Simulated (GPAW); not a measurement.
Consider Cu (Copper, Fm-3m).

```cif
data_structure
_symmetry_space_group_name_H-M 'P 1'
_symmetry_Int_Tables_number 1
_cell_length_a 2.5562
_cell_length_b 2.5562
_cell_length_c 2.5562
_cell_angle_alpha 60.000
_cell_angle_beta 60.000
_cell_angle_gamma 60.000
_cell_volume 11.81
loop_
_atom_site_label
_atom_site_type_symbol
_atom_site_fract_x
_atom_site_fract_y
_atom_site_fract_z
_atom_site_occupancy
Cu1 Cu 0.00000 0.00000 0.00000 1
```

Absorber: atom 1, with 12 Cu at 2.56 Å (cuboctahedral, site symmetry m-3m). Method: GPAW, LDA, excited-electron core hole (neutral cell), 13-atom cell with 5.7 Å between holes, 6×6×6 k points, dipole transitions, Gaussian full width 0.9 eV up to 4 eV, rising linearly to 3.5 eV at 25 eV.

**Question.** Where do the maxima of the Cu L₃ edge fall?

Main maxima up to 30 eV above the zero (height): 1.4 eV (0.63), 4.4 eV (1.09), 8.7 eV (1.26), 11.6 eV (1.15) and 19.8 eV (1.35). At an L edge the dipole rule selects empty d and s states; the absorber's d shell is nominally full, so the onset shows only d character mixed into the empty bands. The total-energy difference is 937.71 eV. Two terms are added: -2.03 eV, since the hole is spin-paired here and a spin-polarised one costs that much less in the free atom (computed apart); −6.53 eV, a third of the tabulated L₂–L₃ splitting, since the scalar-relativistic hole is their mean. The photon energy is then 929.15 eV. The tabulated edge of the element is 932.7 eV. The functional leaves an error of a few eV in such absolute values.

The Cu L₃ spectrum (energy from the lowest empty level; intensity scaled to a mean of 1 over the first 20 eV):

```csv
E (eV),intensity
-2.0,0.00
-1.5,0.00
-1.0,0.00
-0.5,0.08
0.0,0.38
0.5,0.59
1.0,0.62
1.5,0.63
2.0,0.58
2.5,0.55
3.0,0.63
3.5,0.87
4.0,1.05
4.5,1.08
5.0,0.98
5.5,0.85
6.0,0.86
6.5,0.97
7.0,1.13
7.5,1.23
8.0,1.25
8.5,1.26
9.0,1.25
9.5,1.19
10.0,1.11
10.5,1.08
11.0,1.11
11.5,1.15
12.0,1.13
12.5,1.08
13.0,1.03
13.5,1.01
14.0,1.01
14.5,1.00
15.0,0.97
15.5,0.93
16.0,0.91
16.5,0.92
17.0,0.97
17.5,1.05
18.0,1.15
18.5,1.24
19.0,1.31
19.5,1.35
20.0,1.35
20.5,1.31
21.0,1.25
21.5,1.18
22.0,1.09
22.5,1.01
23.0,0.95
23.5,0.91
24.0,0.90
24.5,0.93
25.0,0.99
25.5,1.08
26.0,1.17
26.5,1.26
27.0,1.33
27.5,1.37
28.0,1.39
28.5,1.39
29.0,1.39
29.5,1.40
30.0,1.40
30.5,1.40
31.0,1.40
31.5,1.38
```

Only the L₃ part is meant: spin–orbit coupling of the core level isn't computed and the L₂ copy isn't added. The holes are only 5.7 Å apart, so the shape is probably not converged with cell size; no larger cell was run here. Lifetime broadening is put in by hand, and intensities beyond about 20 eV depend on it and on the partial waves. The structure is a published determination, not relaxed.

[Banner, clock and machine lines of the logs are left out without a mark of their own.]

[Logs are printed without paths, hosts, clocks, repeated set-up lines and the standing remarks that a program may print on its own settings, such as how far it seeks lower states.]

[Hosts, paths, dates, database ids (printed as entryN), source tags and the programs' standing remarks are cut or masked in the printed files.]

[Lists of maxima count a maximum above −3 eV only where it reaches 4 % of the highest in the window and stands out from its surroundings by 2 % of it (1.5 % where it reaches 55 %); shoulders and weaker maxima are passed over, and of the rest the first, up to two pre-edge ones and the few strongest are named.]
